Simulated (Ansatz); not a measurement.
# Te2Mo (P6_3/mmc): how G0W0 depends on its starting point

One-shot GW is not self-consistent; how far does the start matter for Te2Mo (P6_3/mmc)?

Calculated with Ansatz 0.2.0; G0W0 on several functionals, plane waves, PAW.

In doubt: masses and optical values from hybrid runs of this build are listed as unsure (step 4), which bears on the screening that GW takes from such a start.

### Step 1. The starting structure

It takes space group P6_3/mmc (No. 194, hexagonal). The conventional cell has a = 3.518 Å, b = 3.518 Å, c = 13.974 Å, α = 90.00°, β = 90.00°, γ = 120.00°. Te has 3 Mo at 2.72 Å nearest. Nearest to Mo lie 6 Te at 2.72 Å. Farther neighbours and most contacts between anions are not listed.

The cell and positions come from the Crystallography Open Database and are kept as given unless a step says otherwise. Spin-orbit coupling is left out unless a step names it. The default PAW set here is soft_2. Its files were made with PBE.

### Step 2. G0W0 on LDA

Now the one-shot GW correction: screening in the RPA, then the self-energy of the levels asked for.

This step: G0W0 on LDA, plane waves, PAW.

The input, input.yaml:

```yaml
crystal:
  lattice:
    - [3.5182, 0.0, 0.0]
    - [-1.7591, 3.0468505756, 0.0]
    - [0.0, 0.0, 13.9736]
  atoms:
    - { symbol: Te, position: [0.3333333333, 0.6666666667, 0.621] }
    - { symbol: Te, position: [0.6666666667, 0.3333333333, 0.121] }
    - { symbol: Te, position: [0.3333333333, 0.6666666667, 0.879] }
    - { symbol: Te, position: [0.6666666667, 0.3333333333, 0.379] }
    - { symbol: Mo, position: [0.3333333333, 0.6666666667, 0.25] }
    - { symbol: Mo, position: [0.6666666667, 0.3333333333, 0.75] }
kpoints:
  mp_grid: { grid: [6, 6, 2] }
hamiltonian:
  xc: lda
scf:
  occupations: { method: fixed }
gw:
  n_empty_bands: 1035
  ecut_chi: 210.0
  qp_bands: [v2, c2]
  qp_kpoints: band_edges
  screening: { model: contour_deformation }
```

Command:

```sh
> ansatz run input.yaml --threads 3 --pin off --max-ram 92160MiB --backend cuda --events-out ev --progress --plain --runs-dir out --devices 1 --max-vram 13GiB  # rebuilt from the run's record
```

Numbers of over 12 decimals in the logs are rounded to 6 here.

What it wrote:

```text
GPUs: using 1 of 1 available (devices: 1).
Engine: ansatz 0.2.0, x86_64-unknown-linux-gnu
Pseudopotentials: kind: paw
Pseudopotential: Te, paw, valence charge 16, recommended cutoff 420 eV (normal), Te.paw.azcp
Pseudopotential: Mo, paw, valence charge 14, recommended cutoff 420 eV (normal), Mo.paw.azcp
Functional definition: SPW92
  exchange = slater_x
  correlation = pw_c
device memory: the entry about to start is reckoned to put 2.7 GiB on a device that reports 52.4 GiB free (of which the cap on the GPU budget leaves the run 13.0 GiB)
GPU FFT provider: cuFFT
GPU libraries: cuBLAS 13.8.2, cuFFT 12.4.0, cuSOLVER 12.3.4
Crystal: 6 atoms, lattice volume = 149.789 Å³
Basis set: ecut = 420 eV, 2909 PW (Γ)
Bands: 56, of which v1, the nominal top of the filled ones, is band 46 counted from 1 (45 counted from 0)
Symmetry: 24 space group operations
Space group: P63/mmc (ITA 194), of the structure as read, at distance tolerance 5.3e-5 Å
k-points: 14 of 72
Non-local potential: Te, projectors of the file, l = 0: 2, l = 1: 2, l = 2: 2, l = 3: 2
Non-local potential: Mo, projectors of the file, l = 0: 3, l = 1: 2, l = 2: 2, l = 3: 1
PAW form: soft (Blöchl's): semilocal exchange-correlation on the pseudo side does not see the compensation charge
PAW frozen core: Te, regenerated for the run's functional, and the local potential with it (the file was generated under x = pbe(κ = 0.804, μ = 0.219515), c = pbe(β = 0.066725))
PAW frozen core: Mo, regenerated for the run's functional, and the local potential with it (the file was generated under x = pbe(κ = 0.804, μ = 0.219515), c = pbe(β = 0.066725))
PAW one-centre angular grid: Te, 590 points (default); XC on 64 Gauss nodes
PAW one-centre angular grid: Mo, 590 points (default); XC on 64 Gauss nodes
Initial density: superposition of atomic densities (neutral atoms: chi_scale 0, normalization atom), corrected by the library's trained network
Initial wavefunctions: pseudopotential atomic-orbital guess
GPU buffer pool allocated for 55296 grid points (all kernels)
GPU transforms: local potential and band sums: pruned to the plane-wave sphere, on 24×24×96
Functional: x = slater, c = lda
SCF iter   1: F=—  HF=-36996.214436 eV  |F-HF|=—  |Δ(HF+E_count)|=         —  Δρ=7.35e-3  dr2=6.36e-2  ethr=1.77e-3  ⟨swp⟩=5.0  Hψ=2460  notcnv=0  defer=92
preconditioner: auto → Resta (q_TF=auto, 2.515 Å⁻¹)  ε∞=6.9  [insulator: Δε(μ)=0.789 eV  Ē_g=7.489 eV  n_scr=52 (ndim 8)  ℏωp=18.2 eV  f_vac=0.021  ε∞_Penn≈6.9]
SCF iter   2: F=—  HF=-36996.209361 eV  |F-HF|=—  |Δ(HF+E_count)|=   5.08e-3  Δρ=3.89e-3  dr2=1.70e-2  ethr=6.91e-5  ⟨swp⟩=2.5  Hψ=1133  notcnv=0  defer=110
SCF iter   3: F=—  HF=-36996.208172 eV  |F-HF|=—  |Δ(HF+E_count)|=   1.19e-3  Δρ=2.13e-3  dr2=5.28e-3  ethr=1.84e-5  ⟨swp⟩=2.0  Hψ=901  notcnv=0  defer=109
SCF iter   4: F=—  HF=-36996.207856 eV  |F-HF|=—  |Δ(HF+E_count)|=   3.16e-4  Δρ=3.24e-4  dr2=1.41e-4  ethr=5.74e-6  ⟨swp⟩=1.9  Hψ=825  notcnv=0  defer=111
SCF iter   5: F=—  HF=-36996.207864 eV  |F-HF|=—  |Δ(HF+E_count)|=   8.48e-6  Δρ=7.81e-5  dr2=9.41e-6  ethr=1.53e-7  ⟨swp⟩=2.0  Hψ=996  notcnv=0  defer=73
SCF iter   6: F=—  HF=-36996.207867 eV  |F-HF|=—  |Δ(HF+E_count)|=   2.87e-6  Δρ=1.98e-5  dr2=1.02e-6  ethr=1.02e-8  ⟨swp⟩=2.0  Hψ=862  notcnv=0  defer=56
SCF iter   7: F=—  HF=-36996.207867 eV  |F-HF|=—  |Δ(HF+E_count)|=   2.07e-7  Δρ=7.09e-6  dr2=1.15e-7  ethr=1.11e-9  ⟨swp⟩=3.0  Hψ=1438  notcnv=0  defer=56
SCF iter   8: F=-36996.207867 eV  HF=-36996.207867 eV  |F-HF|=1.60e-9  |Δ(HF+E_count)|=   1.89e-9  Δρ=1.50e-6  dr2=3.80e-9  ethr=1.09e-10  ⟨swp⟩=10.0  Hψ=2645  notcnv=0
SCF 1 converged in 8 iterations: F = -36996.207867 eV  dr2 = 3.80e-9
  greatest PAW one-centre occupation: 0.999 electrons in one spin orbital (limit 2), on the Te atom at site 3 (counted from 0), in its partial waves of l = 2
device memory: the entry about to start is reckoned to put 3.3 GiB (of the 3.4 GiB reckoned in all, the device holds 0.1 GiB already) on a device that reports 49.1 GiB free (of which the cap on the GPU budget leaves the run 13.0 GiB)
NSCF: frozen V_eff on 14 k-points
the band table was solved once the SCF had ended and its energy, with any forces and stress, was formed, with the checks that follow a solve (3056 applications of the Hamiltonian). They found nothing against the state; the energy, forces and stress were not computed again (output.eigenvalues in the input reference)
device memory: the entry about to start is reckoned to put 6.7 GiB on a device that reports 49.9 GiB free (of which the cap on the GPU budget leaves the run 13.0 GiB)
NSCF: frozen V_eff on 14 k-points
G₀W₀ screening: q 1/14
[... further progress lines ...]
SCF converged after 8 iterations
Free energy (F): -36996.207867 eV
Harris-Foulkes:  -36996.207867 eV  (|F-HF|=1.60e-9)
Internal energy: -36996.207867 eV  (E = F + TS)
E sigma→0 (E₀):  -36996.207867 eV
Fermi energy:    12.161265 eV
--- Per-component energies (eV) ---
  E_band       = -1166.665672
  E_kinetic    = 1614.670065
  E_local      = -7434.680430  (includes V_loc(G=0)·N_el)
  E_nonlocal   = -920.583345
  E_hartree    = 4140.638910
  E_xc         = -862.195752
  E_vxc        = -879.370881  (∫ρ·V_xc dr)
  E_paw        = -24221.095309  (= ΣΔE_a)
  E_vpaw       = -1827.982796  (= ΣTr[D̂ρ^β])
  E_aug_tail   = -0.000669  (compensation charges beyond the density's cutoff)
  E_ewald      = -9316.621616
  E_core_change = 3.660277  (= ΣΔE_core)
  E_smearing   = -0.000000  (= −TS)
  E_closure    = 0.000000  (closes the sum)
  Σ components = -36996.207867   (vs F -36996.207867, Δ=0.00e0)
--- Band table (eV; the first three rows and the last of 14) ---
  k-point 0: bands = [... 42 lower, 11.1451, 11.1451, 11.8473, 12.1613, 15.0400, 15.0400, 15.1716, 15.1716, ... 6 higher]
  k-point 1: bands = [... 42 lower, 11.1274, 11.1274, 12.0828, 12.0828, 15.0772, 15.0772, 15.0772, 15.0772, ... 6 higher]
  k-point 2: bands = [... 42 lower, 10.9373, 11.1706, 11.7152, 11.8888, 13.9256, 14.1996, 14.2392, 14.4763, ... 6 higher]
  k-point 13: bands = [... 42 lower, 10.1740, 10.1740, 11.9370, 11.9370, 13.1202, 13.1202, 13.7767, 13.7767, ... 6 higher]
--- G₀W₀: contour deformation, 8 samples at zero and on the imaginary axis and 1 off it, 72 q-points, 1035 empty bands' worth ---
  eigenvalues of the whole cell's RPA ε∞ on this k-mesh (on a slab, of 1 + 4πα/V) = 10.9772, 19.7939, 19.7939; static W/v taken at q = 0 is 0.053604
  bands read: the sum over 1081 bands ends inside a degenerate multiplet in 7 slots, whose members it reads at an even weight; the widest, k=1: bands 1079 to 1082 (counted from 1) at 3/4 each
  gw.qp_kpoints: band_edges: 13 of 14 stored k-points solved, in 1 pass; an edge of the gap read off the rows below is read off those points alone
    valence top: of the k-points left out ik 5 came nearest to being solved in a further pass, in band 46 (counted from 1, as in the quasiparticle table): it holds the edge there only if its correction is more favourable than any solved in that band by at least 0.767 eV; those differ by 0.429 eV
    conduction bottom: of the k-points left out ik 5 came nearest to being solved in a further pass, in band 47 (counted from 1, as in the quasiparticle table): it holds the edge there only if its correction is more favourable than any solved in that band by at least 0.483 eV; those differ by 0.225 eV
    ik  band        ε_KS         Σx   Σc(E_QP)       V_xc       Z   E_QP_lin       E_QP  E_QP is
     0    45     11.8473   -16.2660     0.8515   -15.0768  0.7653    11.5074    11.5096  root
     0    46     12.1613   -18.8155     0.0749   -18.7899  0.7203    12.2105    12.2106  root
     0    47     15.0400   -12.6947    -4.3296   -17.2218  0.7281    15.2388    15.2376  root
     0    48     15.0400   -12.6947    -4.3296   -17.2218  0.7281    15.2388    15.2376  root
     1    45     12.0828   -18.2147     0.2768   -17.9037  0.7300    12.0485    12.0485  root
     1    46     12.0828   -18.2147     0.2768   -17.9037  0.7300    12.0485    12.0485  root
     1    47     15.0772   -12.6699    -4.3570   -17.2151  0.7251    15.2666    15.2654  root
     1    48     15.0772   -12.6699    -4.3570   -17.2151  0.7251    15.2666    15.2654  root
     2    45     11.7152   -18.6299     0.3963   -18.2714  0.7183    11.7530    11.7530  root
     2    46     11.8888   -16.3449     0.7774   -15.2488  0.7657    11.5683    11.5701  root
     2    47     13.9256   -13.0926    -4.2493   -17.5746  0.7243    14.1600    14.1583  root
     2    48     14.1996   -13.5660    -4.3111   -18.1983  0.7383    14.5235    14.5208  root
     3    45     11.7644   -17.9040     0.5115   -17.3207  0.7330    11.6925    11.6926  root
     3    46     11.7644   -17.9040     0.5115   -17.3207  0.7330    11.6925    11.6926  root
     3    47     14.0882   -13.3233    -4.2854   -17.8577  0.7248    14.3392    14.3371  root
     3    48     14.0882   -13.3233    -4.2854   -17.8577  0.7248    14.3392    14.3371  root
     4    45     11.2576   -17.9168     0.9305   -16.8812  0.7283    11.1522    11.1525  root
     4    46     11.4040   -18.2634     0.7870   -17.4099  0.7277    11.3375    11.3376  root
     4    47     13.2546   -14.0152    -4.2363   -18.5793  0.7152    13.5852    13.5825  root
     4    48     13.6444   -14.3831    -4.1524   -18.8213  0.7134    13.9327    13.9302  root
     6    45     11.5570   -16.5941     0.8278   -15.5237  0.7530    11.3131    11.3144  root
     6    46     11.8476   -17.0598     0.6651   -16.1836  0.7544    11.6356    11.6364  root
     6    47     13.4165   -16.0304    -4.4120   -20.8558  0.6949    13.8350    13.8298  root
     6    48     13.4746   -15.7676    -4.4493   -20.6142  0.6962    13.8767    13.8718  root
[...]
12    45     11.8404   -17.8188     0.1331   -17.7732  0.7126    11.9278    11.9280  root
    12    46     12.0822   -18.5391    -0.0514   -18.7005  0.7123    12.1920    12.1923  root
    12    47     13.1135   -15.3113    -4.2019   -19.8795  0.7030    13.4830    13.4797  root
    12    48     13.1135   -15.3113    -4.2019   -19.8795  0.7030    13.4830    13.4797  root
    13    45     11.9370   -18.0336     0.0386   -18.0929  0.7132    12.0348    12.0350  root
    13    46     11.9370   -18.0336     0.0386   -18.0929  0.7132    12.0348    12.0350  root
    13    47     13.1202   -15.3061    -4.2057   -19.8766  0.7031    13.4882    13.4850  root
    13    48     13.1202   -15.3061    -4.2057   -19.8766  0.7031    13.4882    13.4850  root
```

Run time: 2.4 min. Hardware: 1 × NVIDIA H100 80GB HBM3 (shared by 6 runs) with 3 threads of AMD EPYC 7R13 (Zen 3), shared host; peak memory 4.5 GiB.

The column dr2 measures how far the density is from self-consistency, as an energy; F and HF (Harris–Foulkes) agree once it is small.

Numbers from this step:

```yaml
bands_summed: 1081
rpa_eps_infinity_on_this_mesh_eigenvalues: 10.98, 19.79, 19.79
plane_waves_in_the_screening_matrix: 999
q_points_in_the_mesh: 72
g0w0_gap_on_the_mesh: 1.013 eV
k_of_the_valence_top: 0, 0, 0
k_of_the_conduction_bottom: 0.1667, 0.1667, 0
starting_gap_on_the_mesh: 0.7954 eV
z_at_the_valence_top: 0.7203
z_at_the_conduction_bottom: 0.7342
least_direct_g0w0_gap_on_the_computed_points: 1.287 eV
```

The gap on the mesh goes from 0.80 eV to 1.01 eV, a correction of +0.22 eV. Between the two edge states, bare exchange in place of the xc potential would open the gap by 4.06 eV, and correlation takes back 3.84 eV.

### Step 3. G0W0 on PBE

One-shot GW remembers its start. Another functional's orbitals and levels show by how much.

This step: G0W0 on PBE, plane waves, PAW.

input.yaml: that of step 2 with these lines changed.

```diff
@@ -15,3 +15,3 @@
 hamiltonian:
-  xc: lda
+  xc: pbe
 scf:
```

What it wrote:

```text
GPUs: using 1 of 1 available (devices: 1).
[...]
GPU FFT provider: cuFFT
GPU libraries: cuBLAS 13.8.2, cuFFT 12.4.0, cuSOLVER 12.3.4
Crystal: 6 atoms, lattice volume = 149.789 Å³
Basis set: ecut = 420 eV, 2909 PW (Γ)
Bands: 56, of which v1, the nominal top of the filled ones, is band 46 counted from 1 (45 counted from 0)
Symmetry: 24 space group operations
[...]
k-points: 14 of 72
[...]
GPU buffer pool allocated for 55296 grid points (all kernels)
[...]
SCF iter   1: F=—  HF=-37833.381216 eV  |F-HF|=—  |Δ(HF+E_count)|=         —  Δρ=4.19e-3  dr2=8.71e-3  ethr=1.77e-3  ⟨swp⟩=5.0  Hψ=2460  notcnv=0  defer=95
[...]
SCF iter   7: F=-37833.393800 eV  HF=-37833.393800 eV  |F-HF|=1.89e-8  |Δ(HF+E_count)|=   3.60e-7  Δρ=4.25e-6  dr2=3.42e-8  ethr=1.09e-10  ⟨swp⟩=10.9  Hψ=2886  notcnv=0
SCF 1 converged in 7 iterations: F = -37833.393800 eV  dr2 = 3.42e-8
[...]
NSCF: frozen V_eff on 14 k-points
[...]
G₀W₀ screening: q 1/14
[... further progress lines ...]
SCF converged after 7 iterations
Free energy (F): -37833.393800 eV
[...]
Internal energy: -37833.393800 eV  (E = F + TS)
E sigma→0 (E₀):  -37833.393800 eV
Fermi energy:    12.476785 eV
[...]
--- Band table (eV; the first three rows and the last of 14) ---
  k-point 0: bands = [... 42 lower, 11.4630, 11.4630, 12.1533, 12.4768, 15.3790, 15.3790, 15.5118, 15.5118, ... 6 higher]
  k-point 1: bands = [... 42 lower, 11.4454, 11.4454, 12.3955, 12.3955, 15.4167, 15.4167, 15.4167, 15.4167, ... 6 higher]
  k-point 2: bands = [... 42 lower, 11.2493, 11.4875, 12.0321, 12.1938, 14.2805, 14.5480, 14.5744, 14.8163, ... 6 higher]
  k-point 13: bands = [... 42 lower, 10.4828, 10.4828, 12.2673, 12.2673, 13.4563, 13.4563, 14.1035, 14.1035, ... 6 higher]
[...]
0    45     12.1533   -16.2237     0.9418   -14.7039  0.7655    11.5681    11.5755  root
     0    46     12.4768   -18.8277     0.1577   -18.5220  0.7209    12.3286    12.3289  root
     0    47     15.3790   -12.6210    -4.2425   -16.8236  0.7288    15.3391    15.3391  root
     0    48     15.3790   -12.6210    -4.2425   -16.8236  0.7288    15.3391    15.3391  root
     1    45     12.3955   -18.2145     0.3615   -17.6124  0.7305    12.1540    12.1550  root
     1    46     12.3955   -18.2145     0.3615   -17.6124  0.7305    12.1540    12.1550  root
     1    47     15.4167   -12.5953    -4.2690   -16.8153  0.7259    15.3678    15.3677  root
     1    48     15.4167   -12.5953    -4.2690   -16.8153  0.7259    15.3678    15.3677  root
[...]
13    45     12.2673   -18.0639     0.1128   -17.8507  0.7137    12.1669    12.1671  root
    13    46     12.2673   -18.0639     0.1128   -17.8507  0.7137    12.1669    12.1671  root
    13    47     13.4563   -15.3359    -4.1258   -19.6408  0.7037    13.6361    13.6354  root
    13    48     13.4563   -15.3359    -4.1258   -19.6408  0.7037    13.6361    13.6354  root
```

It took 100 s on 1 × NVIDIA H100 80GB HBM3 (shared by 6 runs) with 3 threads; peak memory 4.5 GiB.

Numbers from this step:

| Property | Result |
| --- | --- |
| bands summed | 1081 |
| RPA ε∞ on this mesh (eigenvalues) | 10.65, 19.51, 19.51 |
| plane waves in the screening matrix | 999 |
| q-points in the mesh | 72 |
| G0W0 gap on the mesh | 1.018 eV |
| k of the valence top | 0, 0, 0 |
| k of the conduction bottom | 0.1667, 0.1667, 0 |
| starting gap on the mesh | 0.8260 eV |
| Z at the valence top | 0.7209 |
| Z at the conduction bottom | 0.7346 |
| least direct G0W0 gap on the computed points | 1.305 eV |

Against the run with 6×6×2 mesh, 1035 empty bands, screening to 210 eV on LDA, the gap moves by +0.004 eV, while the start moved by +0.03 eV.

### Step 4. G0W0 on HSE06

This step: G0W0 on HSE06, plane waves, PAW.

input.yaml: that of step 3 with these lines changed.

```diff
@@ -15,3 +15,3 @@
 hamiltonian:
-  xc: pbe
+  xc: hse06
 scf:
```

What it wrote:

```text
GPUs: using 1 of 1 available (devices: 1).
[...]
davidson cushion auto → on  (no smearing: the cushion is to keep the highest requested band from converging to the state above it; pin scf.eigensolver.cushion to override)
[...]
GPU FFT provider: cuFFT
GPU libraries: cuBLAS 13.8.2, cuFFT 12.4.0, cuSOLVER 12.3.4
Crystal: 6 atoms, lattice volume = 149.789 Å³
Basis set: ecut = 420 eV, 2909 PW (Γ)
[...]
1    47     15.6949   -12.4397    -4.1756   -16.3987  0.7558    15.4795    15.4783  root
     1    48     15.6949   -12.4397    -4.1756   -16.3987  0.7558    15.4795    15.4783  root
[...]
13    45     11.9607   -17.9476     0.0977   -17.8583  0.7432    11.9691    11.9691  root
    13    46     11.9607   -17.9476     0.0977   -17.8583  0.7432    11.9691    11.9691  root
    13    47     13.5775   -15.1061    -4.0234   -19.1197  0.7343    13.5677    13.5677  root
    13    48     13.5775   -15.1061    -4.0234   -19.1197  0.7343    13.5677    13.5677  root
[key lines of the parts left out:]
Free energy (F): -37855.111714 eV
Fermi energy:    12.167304 eV
```

The job ended after 5 min (1 × NVIDIA H100 80GB HBM3 (shared by 6 runs) with 3 threads; peak memory 4.7 GiB).

Numbers from this step:

- bands summed: 1081
- RPA ε∞ on this mesh (eigenvalues): 8.233, 14.96, 14.96
- plane waves in the screening matrix: 999
- G0W0 gap on the mesh: 1.189 eV
- k of the valence top: 0, 0, 0
- k of the conduction bottom: 0.1667, 0.1667, 0
- starting gap on the mesh: 1.238 eV
- least direct G0W0 gap on the computed points: 1.438 eV

Against the run with 6×6×2 mesh, 1035 empty bands, screening to 210 eV on PBE, the gap moves by +0.17 eV, while the start moved by +0.41 eV.

### Step 5. The starts together

All on the 6×6×2 mesh with 1035 empty bands and screening to 210 eV. Times are wall times on 1 × NVIDIA H100 80GB HBM3 (shared by 6 runs) with 3 threads of AMD EPYC 7R13 (Zen 3), shared host, good to a factor of about two.

| start | starting gap (eV) | shift (eV) | G0W0 gap (eV) | RPA ε∞ (harmonic mean) | Z (valence, conduction) | time |
| --- | --- | --- | --- | --- | --- | --- |
| LDA | 0.80 | +0.22 | 1.01 | 15.61 | 0.72, 0.73 | 2.4 min |
| PBE | 0.83 | +0.19 | 1.02 | 15.27 | 0.72, 0.73 | 100 s |
| HSE06 | 1.24 | −0.05 | 1.19 | 11.76 | 0.75, 0.76 | 5 min |

The parts of the quasiparticle energy at the two band edges (eV; QP = start + Σx + Σc − Vxc):

| run | edge | start | Σx | Σc | Vxc | Z | QP |
| --- | --- | --- | --- | --- | --- | --- | --- |
| LDA | valence top | 12.16 | -18.82 | 0.07 | -18.79 | 0.72 | 12.21 |
| LDA | conduction bottom | 12.96 | -13.10 | -3.76 | -17.13 | 0.73 | 13.22 |
| PBE | valence top | 12.48 | -18.83 | 0.16 | -18.52 | 0.72 | 12.33 |
| PBE | conduction bottom | 13.30 | -13.10 | -3.69 | -16.84 | 0.73 | 13.35 |
| HSE06 | valence top | 12.17 | -18.74 | 0.18 | -18.54 | 0.75 | 12.14 |
| HSE06 | conduction bottom | 13.41 | -12.80 | -3.67 | -16.39 | 0.76 | 13.33 |

For a hybrid start, Vxc holds its share of exact exchange.

### Step 6. Summary of results

- G0W0@LDA: 1.01 eV (start 0.80 eV)
- G0W0@PBE: 1.02 eV (start 0.83 eV)
- G0W0@HSE06: 1.19 eV (start 1.24 eV)
- known limits: not at the basis limit; no spin-orbit coupling; coarse k mesh

What this shows: The starting gaps span 0.44 eV and the G0W0 gaps 0.18 eV. Between LDA and HSE06, 0.18 eV of the 0.44 eV survives, 40 %. HSE06 screens less than LDA (ε∞ 11.76 against 15.61). Of the 0.18 eV by which its G0W0 gap is higher, the correlation part gives −0.01 eV, and exchange with the one-particle terms, which follow the orbitals, +0.18 eV. The smallest correction, −0.05 eV, is on HSE06, the start nearest to reproducing itself. Bands and cutoff are finite, so the gap is not at the basis limit. The miss can reach some tenths of an eV and take either sign; the mesh is an error of its own. The 6×6×2 mesh is coarse for this cell (its supercell is 21 Å along the shortest edge). The RPA ε∞ on it, from the LDA start, is 10.98 and 19.79; such meshes misread the long-range screening, most where the gap is narrow. The many-body steps are scalar-relativistic: spin-orbit coupling is not in them.

[Paths, hosts, dates, memory and timing lines, banners, echoed tables and standing remarks are left out of the program output.]

[Logs are printed without paths, hosts, clocks, repeated set-up lines and the standing remarks that a program may print on its own settings, such as how far it seeks lower states.]

[Runs of the session that timed out or met a known fault of the program may be left out.]

[Cells called generated may have been cut or substituted from an entry of the Crystallography Open Database or the Materials Project.]

[Hosts, paths, dates, database ids (printed as entryN), source tags and the programs' standing remarks are cut or masked in the printed files.]
